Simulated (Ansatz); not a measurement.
# Work function of Sr(111): what the settings cost and change

How thick a slab and how much vacuum does the work function of Sr(111) need?

Method: plane-wave DFT, PBE, Ansatz PAW, in Ansatz 0.2.0.

Report form: the programs' logs are mostly left out.

**1. The structure**

The cell holds 1 atom: 1 Sr. Cell: a = 4.299 Å, b = 4.299 Å, c = 18.000 Å, α = 90.0°, β = 90.0°, γ = 60.0°. Vacuum lies along c.

**2. Slab, setting 1 layer**

A work function rests on the faint tail of the density, so the SCF threshold is tight. The slab grows from one layer, at fixed mesh and 18 Å of vacuum; then the vacuum is varied on one slab.

input.yaml reads:

```yaml
crystal:
  lattice:
    - [4.2992092296, 0.0, 0.0]
    - [2.1496046148, 3.723224409, 0.0]
    - [0.0, 0.0, 18.0]
  atoms:
    - { symbol: Sr, position: [0.6666666667, 0.6666666667, 0.5] }
kpoints:
  mp_grid: { grid: [11, 11, 1] }
hamiltonian:
  xc: pbe
scf:
  occupations: { method: fermi_dirac, width: 0.1 }
  convergence: { dr2_threshold: 1.0e-09 }
efield:
  axis: 3
  dipole_correction: true
  ramp_position: 0.97
  ramp_width: 0.06
output:
  write_potential: true
  write_density: true
  volumetric_format: npy
  elf: true
```

Run with:

```console
> ansatz run input.yaml --threads 2 --pin off --max-ram 3072MiB --backend cpu --events-out ev --progress --plain --runs-dir out
```

The job ended after 3.4 s (2 threads of Arm Neoverse V2, shared host; peak memory 0.42 GiB; 6.4 s of CPU time).

Numbers from this step:

| Item | Value |
| --- | --- |
| energy at zero smearing | -3543.5233 eV |
| work function, upper face | 2.600 eV |

Running mean over 3.51 Å of the planar mean; the ramp of the sawtooth is left out. Electron's electrostatic potential energy less the Fermi level against z:

z (Å), electron's electrostatic potential energy less the Fermi level (eV) and a bar from the least value:
```
     2.88       2.60 ##############################
     3.31       2.60 ##############################
     3.74       2.59 ##############################
     4.18       2.58 ##############################
     4.61       2.56 ##############################
     5.04       2.51 ##############################
     5.47       2.41 #############################
     5.90       2.21 ############################
     6.19       1.97 ###########################
     6.62       1.31 ########################
     7.06      -0.19 ##################
     7.49      -2.24 #########
     7.92      -3.60 ###
     8.35      -4.16 #
     8.78      -4.38 
     9.22      -4.38 
     9.65      -4.16 #
    10.08      -3.60 ###
    10.51      -2.24 #########
    10.94      -0.19 ##################
    11.38       1.31 ########################
    11.81       1.97 ###########################
    12.10       2.21 ############################
    12.53       2.41 #############################
    12.96       2.51 ##############################
    13.39       2.56 ##############################
    13.82       2.58 ##############################
    14.26       2.59 ##############################
    14.69       2.60 ##############################
    15.12       2.60 ##############################
```

Valence density in the ca plane at fractional y = 0.667, with atoms of Sr within 0.2 Å of it. It is the smooth field of the valence electrons, not physical close to the nuclei.

Ten steps, logarithmic in the rise over the least value, from '0' (0.0 e/Å³) to '9' (2.5 e/Å³), each cell a mean:
```
00000000000000000012455431100000000000000000
00000000000000000013789852100000000000000000
00000000000000000025899973100000000000000000
00000000000000000025999973100000000000000000
00000000000000000014799862100000000000000000
00000000000000000012466531100000000000000000
00000000000000000011233221100000000000000000
00000000000000000011222211100000000000000000
00000000000000000011222211100000000000000000
00000000000000000011223221100000000000000000
```
Columns run along c (18.0 Å), rows up along a (4.3 Å). Atoms in or near the plane, at fractional coordinates: Sr at (0.50, 0.67).

ELF in the ca plane at fractional y = 0.667, with atoms of Sr within 0.2 Å of it. It is the smooth field of the valence electrons, not physical close to the nuclei.

Ten even steps from '0' (0.00) to '9' (0.86), each cell a mean:
```
00000000000000012210245310122100000000000000
00000000000000112102899951012100000000000000
00000000000000111005964982012100000000000000
00000000000000111006952992012100000000000000
00000000000000111103899961012100000000000000
00000000000000012100366410122100000000000000
00000000000000012321111112332100000000000000
00000000000000012455444455431100000000000000
00000000000000012455555555431100000000000000
00000000000000012332111123332100000000000000
```
Columns run along c (18.0 Å), rows up along a (4.3 Å). Atoms in or near the plane, at fractional coordinates: Sr at (0.50, 0.67).

Electrostatic potential energy in the ca plane at fractional y = 0.667, with atoms of Sr within 0.2 Å of it. With pseudopotentials it is smooth inside the atoms' cores, unlike the true potential.

Values in eV, 6 rows by 16 columns, each cell a mean:
```
  2   2   2   2   2   1  -1 -11 -13  -2   1   2   2   2   2   2
  2   2   2   2   2   1  -2 -22 -25  -4   1   2   2   2   2   2
  2   2   2   2   2   1  -2 -21 -24  -4   1   2   2   2   2   2
  2   2   2   2   2   1   0  -7  -8  -1   1   2   2   2   2   2
  2   2   2   2   2   2   1   0   0   1   2   2   2   2   2   2
  2   2   2   2   2   2   1  -1  -1   1   1   2   2   2   2   2
```
Columns run along c (18.0 Å; values clipped at the 3rd and 97th percentile), rows up along a (4.3 Å). Atoms in or near the plane, at fractional coordinates: Sr at (0.50, 0.67).

The work function is 2.600 eV.

**3. Slab, 2 atoms**

System of this step: Sr(111). The cell holds 2 atoms: 2 Sr. Its edges and angles: a = 4.299 Å, b = 4.299 Å, c = 21.510 Å, α = 90.0°, β = 90.0°, γ = 60.0°. Vacuum lies along c.

input.yaml, the sections that differ from step 2:

```yaml
crystal:
  lattice:
    - [4.2992092296, 0.0, 0.0]
    - [2.1496046148, 3.723224409, 0.0]
    - [0.0, 0.0, 21.5102896367]
  atoms:
    - { symbol: Sr, position: [0.6666666667, 0.6666666667, 0.4184044079] }
    - { symbol: Sr, position: [0.0, 0.0, 0.5815955921] }
output:
  write_potential: true
  write_density: true
  volumetric_format: npy
# kpoints, hamiltonian, scf, efield: as in step 2
```

The job ended after 5 s (2 threads; peak memory 0.44 GiB).

The work function is 2.668 eV, +0.069 eV from the run “1 layer”, at 1.5 times its CPU time.

**4. Run, 3 atoms**

System of this step: Sr(111). The cell holds 3 atoms: 3 Sr. Cell: a = 4.299 Å, b = 4.299 Å, c = 25.021 Å, α = 90.0°, β = 90.0°, γ = 60.0°. Vacuum lies along c.

input.yaml, the sections that differ from step 3:

```yaml
crystal:
  lattice:
    - [4.2992092296, 0.0, 0.0]
    - [2.1496046148, 3.723224409, 0.0]
    - [0.0, 0.0, 25.0205792733]
  atoms:
    - { symbol: Sr, position: [0.3333333333, 0.3333333333, 0.3597039022] }
    - { symbol: Sr, position: [0.6666666667, 0.6666666667, 0.5] }
    - { symbol: Sr, position: [0.0, 0.0, 0.6402960978] }
# kpoints, hamiltonian, scf, efield, output: as in step 3
```

Elapsed: 10 s, on 2 threads; peak memory 0.53 GiB.

The work function is 2.702 eV, +0.034 eV from the run “2 layers”, at 2.0 times its CPU time.

**5. Slab, 4 atoms**

System of this step: Sr(111). The cell holds 4 atoms: 4 Sr. Its edges and angles: a = 4.299 Å, b = 4.299 Å, c = 28.531 Å, α = 90.0°, β = 90.0°, γ = 60.0°. Vacuum lies along c.

input.yaml, the sections that differ from step 4:

```yaml
crystal:
  lattice:
    - [4.2992092296, 0.0, 0.0]
    - [2.1496046148, 3.723224409, 0.0]
    - [0.0, 0.0, 28.53086891]
  atoms:
    - { symbol: Sr, position: [0.0, 0.0, 0.315447806] }
    - { symbol: Sr, position: [0.3333333333, 0.3333333333, 0.438482602] }
    - { symbol: Sr, position: [0.6666666667, 0.6666666667, 0.561517398] }
    - { symbol: Sr, position: [0.0, 0.0, 0.684552194] }
# kpoints, hamiltonian, scf, efield, output: as in step 4
```

The job ended after 14 s (2 threads; peak memory 0.6 GiB).

The work function is 2.707 eV, +0.005 eV from the run “3 layers”, at 1.3 times its CPU time.

**6. Run, 5 atoms**

System of this step: Sr(111). The cell holds 5 atoms: 5 Sr. Its edges and angles: a = 4.299 Å, b = 4.299 Å, c = 32.041 Å, α = 90.0°, β = 90.0°, γ = 60.0°. Vacuum lies along c.

input.yaml, the sections that differ from step 5:

```yaml
crystal:
  lattice:
    - [4.2992092296, 0.0, 0.0]
    - [2.1496046148, 3.723224409, 0.0]
    - [0.0, 0.0, 32.0411585467]
  atoms:
    - { symbol: Sr, position: [0.6666666667, 0.6666666667, 0.2808887196] }
    - { symbol: Sr, position: [0.0, 0.0, 0.3904443598] }
    - { symbol: Sr, position: [0.3333333333, 0.3333333333, 0.5] }
    - { symbol: Sr, position: [0.6666666667, 0.6666666667, 0.6095556402] }
    - { symbol: Sr, position: [0.0, 0.0, 0.7191112804] }
# kpoints, hamiltonian, scf, efield, output: as in step 5
```

It took 20 s on 2 threads; peak memory 0.72 GiB.

The work function is 2.708 eV, +0.001 eV from the run “4 layers”, at 1.5 times its CPU time.

**7. Run, 6 atoms**

System of this step: Sr(111). The cell holds 6 atoms: 6 Sr. Its edges and angles: a = 4.299 Å, b = 4.299 Å, c = 35.551 Å, α = 90.0°, β = 90.0°, γ = 60.0°. Vacuum lies along c.

input.yaml, the sections that differ from step 6:

```yaml
crystal:
  lattice:
    - [4.2992092296, 0.0, 0.0]
    - [2.1496046148, 3.723224409, 0.0]
    - [0.0, 0.0, 35.5514481834]
  atoms:
    - { symbol: Sr, position: [0.3333333333, 0.3333333333, 0.2531542443] }
    - { symbol: Sr, position: [0.6666666667, 0.6666666667, 0.3518925466] }
    - { symbol: Sr, position: [0.0, 0.0, 0.4506308489] }
    - { symbol: Sr, position: [0.3333333333, 0.3333333333, 0.5493691511] }
    - { symbol: Sr, position: [0.6666666667, 0.6666666667, 0.6481074534] }
    - { symbol: Sr, position: [0.0, 0.0, 0.7468457557] }
# kpoints, hamiltonian, scf, efield, output: as in step 6
```

Run time: 27 s. Hardware: 2 threads; peak memory 0.83 GiB; 53 s of CPU time.

The work function is 2.708 eV, +0.000 eV from the run “5 layers”, at 1.4 times its CPU time.

**8. Slab, 8 atoms**

System of this step: Sr(111). The cell holds 8 atoms: 8 Sr. Cell: a = 4.299 Å, b = 4.299 Å, c = 42.572 Å, α = 90.0°, β = 90.0°, γ = 60.0°. Vacuum lies along c.

input.yaml, the sections that differ from step 7:

```yaml
crystal:
  lattice:
    - [4.2992092296, 0.0, 0.0]
    - [2.1496046148, 3.723224409, 0.0]
    - [0.0, 0.0, 42.5720274567]
  atoms:
    - { symbol: Sr, position: [0.6666666667, 0.6666666667, 0.211406422] }
    - { symbol: Sr, position: [0.0, 0.0, 0.29386173] }
    - { symbol: Sr, position: [0.3333333333, 0.3333333333, 0.376317038] }
    - { symbol: Sr, position: [0.6666666667, 0.6666666667, 0.458772346] }
    - { symbol: Sr, position: [0.0, 0.0, 0.541227654] }
    - { symbol: Sr, position: [0.3333333333, 0.3333333333, 0.623682962] }
    - { symbol: Sr, position: [0.6666666667, 0.6666666667, 0.70613827] }
    - { symbol: Sr, position: [0.0, 0.0, 0.788593578] }
# kpoints, hamiltonian, scf, efield, output: as in step 7
```

Run time: 48 s. Hardware: 2 threads; peak memory 1.1 GiB.

The work function is 2.708 eV, -0.000 eV from the run “6 layers”, at 1.8 times its CPU time.

**9. Slab, 10 atoms**

System of this step: Sr(111). The cell holds 10 atoms: 10 Sr. Cell: a = 4.299 Å, b = 4.299 Å, c = 49.593 Å, α = 90.0°, β = 90.0°, γ = 60.0°. Vacuum lies along c.

input.yaml, the sections that differ from step 8:

```yaml
crystal:
  lattice:
    - [4.2992092296, 0.0, 0.0]
    - [2.1496046148, 3.723224409, 0.0]
    - [0.0, 0.0, 49.5926067301]
  atoms:
    - { symbol: Sr, position: [0.0, 0.0, 0.1814786637] }
    - { symbol: Sr, position: [0.3333333333, 0.3333333333, 0.2522611829] }
    - { symbol: Sr, position: [0.6666666667, 0.6666666667, 0.3230437021] }
    - { symbol: Sr, position: [0.0, 0.0, 0.3938262212] }
    - { symbol: Sr, position: [0.3333333333, 0.3333333333, 0.4646087404] }
    - { symbol: Sr, position: [0.6666666667, 0.6666666667, 0.5353912596] }
    - { symbol: Sr, position: [0.0, 0.0, 0.6061737788] }
    - { symbol: Sr, position: [0.3333333333, 0.3333333333, 0.6769562979] }
    - { symbol: Sr, position: [0.6666666667, 0.6666666667, 0.7477388171] }
    - { symbol: Sr, position: [0.0, 0.0, 0.8185213363] }
# kpoints, hamiltonian, scf, efield, output: as in step 8
```

The job ended after 80 s (2 threads; peak memory 1.5 GiB).

The work function is 2.707 eV, -0.001 eV from the run “8 layers”, at 1.7 times its CPU time.

**10. Run, 13 atoms**

System of this step: Sr(111). The cell holds 13 atoms: 13 Sr. Its edges and angles: a = 4.299 Å, b = 4.299 Å, c = 60.123 Å, α = 90.0°, β = 90.0°, γ = 60.0°. Vacuum lies along c.

input.yaml, the sections that differ from step 9:

```yaml
crystal:
  lattice:
    - [4.2992092296, 0.0, 0.0]
    - [2.1496046148, 3.723224409, 0.0]
    - [0.0, 0.0, 60.1234756401]
  atoms:
    - { symbol: Sr, position: [0.0, 0.0, 0.1496919449] }
    - { symbol: Sr, position: [0.3333333333, 0.3333333333, 0.2080766207] }
    - { symbol: Sr, position: [0.6666666667, 0.6666666667, 0.2664612966] }
    - { symbol: Sr, position: [0.0, 0.0, 0.3248459724] }
    - { symbol: Sr, position: [0.3333333333, 0.3333333333, 0.3832306483] }
    - { symbol: Sr, position: [0.6666666667, 0.6666666667, 0.4416153241] }
    - { symbol: Sr, position: [0.0, 0.0, 0.5] }
    - { symbol: Sr, position: [0.3333333333, 0.3333333333, 0.5583846759] }
    - { symbol: Sr, position: [0.6666666667, 0.6666666667, 0.6167693517] }
    - { symbol: Sr, position: [0.0, 0.0, 0.6751540276] }
    - { symbol: Sr, position: [0.3333333333, 0.3333333333, 0.7335387034] }
    - { symbol: Sr, position: [0.6666666667, 0.6666666667, 0.7919233793] }
    - { symbol: Sr, position: [0.0, 0.0, 0.8503080551] }
# kpoints, hamiltonian, scf, efield, output: as in step 9
```

Run time: 2.4 min. Hardware: 2 threads; peak memory 2.1 GiB; 4.7 min of CPU time.

The work function is 2.707 eV, -0.000 eV from the run “10 layers”, at 1.8 times its CPU time.

**11. Run, 7 atoms**

System of this step: Sr(111). The cell holds 7 atoms: 7 Sr. Its edges and angles: a = 4.299 Å, b = 4.299 Å, c = 31.062 Å, α = 90.0°, β = 90.0°, γ = 60.0°. Vacuum lies along c.

input.yaml, the sections that differ from step 10:

```yaml
crystal:
  lattice:
    - [4.2992092296, 0.0, 0.0]
    - [2.1496046148, 3.723224409, 0.0]
    - [0.0, 0.0, 31.06173782]
  atoms:
    - { symbol: Sr, position: [0.0, 0.0, 0.1609697445] }
    - { symbol: Sr, position: [0.3333333333, 0.3333333333, 0.2739798297] }
    - { symbol: Sr, position: [0.6666666667, 0.6666666667, 0.3869899148] }
    - { symbol: Sr, position: [0.0, 0.0, 0.5] }
    - { symbol: Sr, position: [0.3333333333, 0.3333333333, 0.6130100852] }
    - { symbol: Sr, position: [0.6666666667, 0.6666666667, 0.7260201703] }
    - { symbol: Sr, position: [0.0, 0.0, 0.8390302555] }
# kpoints, hamiltonian, scf, efield, output: as in step 10
```

Run time: 25 s. Hardware: 2 threads; peak memory 0.71 GiB; 49 s of CPU time.

The work function is 2.640 eV. The program marks this work function as in doubt.

**12. Slab, 7 atoms**

The cell differs from the one that the last finished run ended in (c 31.062 → 35.062 Å).

input.yaml, the sections that differ from step 11:

```yaml
crystal:
  lattice:
    - [4.2992092296, 0.0, 0.0]
    - [2.1496046148, 3.723224409, 0.0]
    - [0.0, 0.0, 35.06173782]
  atoms:
    - { symbol: Sr, position: [0.0, 0.0, 0.1996478337] }
    - { symbol: Sr, position: [0.3333333333, 0.3333333333, 0.2997652224] }
    - { symbol: Sr, position: [0.6666666667, 0.6666666667, 0.3998826112] }
    - { symbol: Sr, position: [0.0, 0.0, 0.5] }
    - { symbol: Sr, position: [0.3333333333, 0.3333333333, 0.6001173888] }
    - { symbol: Sr, position: [0.6666666667, 0.6666666667, 0.7002347776] }
    - { symbol: Sr, position: [0.0, 0.0, 0.8003521663] }
# kpoints, hamiltonian, scf, efield, output: as in step 11
```

Run time: 33 s. Hardware: 2 threads; peak memory 0.88 GiB.

The work function is 2.705 eV, +0.065 eV from the run “7 layers, 10 Å of vacuum”, at 1.3 times its CPU time.

**13. Slab, 7 atoms (run 2)**

The cell differs from the one that the last finished run ended in (c 35.062 → 47.062 Å).

input.yaml, the sections that differ from step 12:

```yaml
crystal:
  lattice:
    - [4.2992092296, 0.0, 0.0]
    - [2.1496046148, 3.723224409, 0.0]
    - [0.0, 0.0, 47.06173782]
  atoms:
    - { symbol: Sr, position: [0.0, 0.0, 0.2762328933] }
    - { symbol: Sr, position: [0.3333333333, 0.3333333333, 0.3508219288] }
    - { symbol: Sr, position: [0.6666666667, 0.6666666667, 0.4254109644] }
    - { symbol: Sr, position: [0.0, 0.0, 0.5] }
    - { symbol: Sr, position: [0.3333333333, 0.3333333333, 0.5745890356] }
    - { symbol: Sr, position: [0.6666666667, 0.6666666667, 0.6491780712] }
    - { symbol: Sr, position: [0.0, 0.0, 0.7237671067] }
# kpoints, hamiltonian, scf, efield, output: as in step 12
```

Run time: 48 s. Hardware: 2 threads; peak memory 1.1 GiB; 94 s of CPU time.

The work function is 2.708 eV, +0.002 eV from the run “7 layers, 14 Å of vacuum”, at 1.4 times its CPU time.

**14. Comparing the runs**

Times are for 2 threads of Arm Neoverse V2, shared host. The runs compared:

| no. | setting | work function, upper face (eV) | time | memory (GiB) |
| --- | --- | --- | --- | --- |
| 1 | 1 layer | 2.600 | 3.4 s | 0.42 |
| 2 | 2 layers | 2.668 | 5 s | 0.44 |
| 3 | 3 layers | 2.702 | 10 s | 0.53 |
| 4 | 4 layers | 2.707 | 14 s | 0.6 |
| 5 | 5 layers | 2.708 | 20 s | 0.72 |
| 6 | 6 layers | 2.708 | 27 s | 0.83 |
| 7 | 8 layers | 2.708 | 48 s | 1.1 |
| 8 | 10 layers | 2.707 | 80 s | 1.5 |
| 9 | 13 layers | 2.707 | 2.4 min | 2.1 |
| 10 | 7 layers, 10 Å of vacuum | 2.640 | 25 s | 0.71 |
| 11 | 7 layers, 14 Å of vacuum | 2.705 | 33 s | 0.88 |
| 12 | 7 layers, 26 Å of vacuum | 2.708 | 48 s | 1.1 |

**15. The same run with other settings**

System of this step: Sr(111) monolayer. The cell holds 1 atom: 1 Sr. Cell: a = 4.299 Å, b = 4.299 Å, c = 18.000 Å, α = 90.0°, β = 90.0°, γ = 60.0°. Vacuum lies along c.

An input spoilt on purpose, to show how the run answers: it repeats the earlier run “1 layer” with scf.max_iter to 3; its output block differs too.

input.yaml, the sections that differ from step 13:

```yaml
crystal:
  lattice:
    - [4.2992092296, 0.0, 0.0]
    - [2.1496046148, 3.723224409, 0.0]
    - [0.0, 0.0, 18.0]
  atoms:
    - { symbol: Sr, position: [0.6666666667, 0.6666666667, 0.5] }
scf:
  occupations: { method: fermi_dirac, width: 0.1 }
  convergence: { dr2_threshold: 1.0e-09 }
  max_iter: 3
# kpoints, hamiltonian, efield, output: as in step 13
```

It took 2.1 s on 2 threads; peak memory 0.36 GiB.

The run stopped without converging, so none of its numbers is a property of the system.

The program's message: “Error: did not converge after 3 iterations: dr2 = 1.15e-4 (threshold 1.00e-9), under the density mixer `msr1`, which `scf.mixing.algorithm: auto` chose by the deck's other keys (type `scf.mixing.algor …”

The fault put into the input: too few SCF iterations.

**16. Outcome**

| Item | Value |
| --- | --- |
| work function, 1 layer | 2.600 eV |
| work function, 6 layers | 2.708 eV |
| work function, 13 layers | 2.707 eV |

**Reading.** The thickest slab gives 2.71 eV, and the settings tried spread the value from 2.60 to 2.71 eV. At 18 Å of vacuum, the slabs from 2 layers on stay within 0.04 eV of the thickest. Going from 10 to 26 Å of vacuum moves it by 0.068 eV. The program marks the value as in doubt in “7 layers, 10 Å of vacuum”. The ladder's slabs use the tabulated experimental lattice constant (two decimals; a low-temperature value for the alkali metals). In 2 runs of the series (7 layers, 10 Å of vacuum and 7 layers, 14 Å of vacuum) the program warns that electrons reach the sawtooth's ramp, which makes dipole and work function less sure.

[Logs are printed without paths, hosts, clocks, repeated set-up lines and the standing remarks that a program may print on its own settings, such as how far it seeks lower states.]

[Hosts, paths, dates, database ids (printed as entryN), source tags and the programs' standing remarks are cut or masked in the printed files.]

[Maps of the electrostatic potential energy from Ansatz leave out the sawtooth potential of an applied field or a dipole correction, so their vacuum need not be flat; planar profiles and work functions include it.]
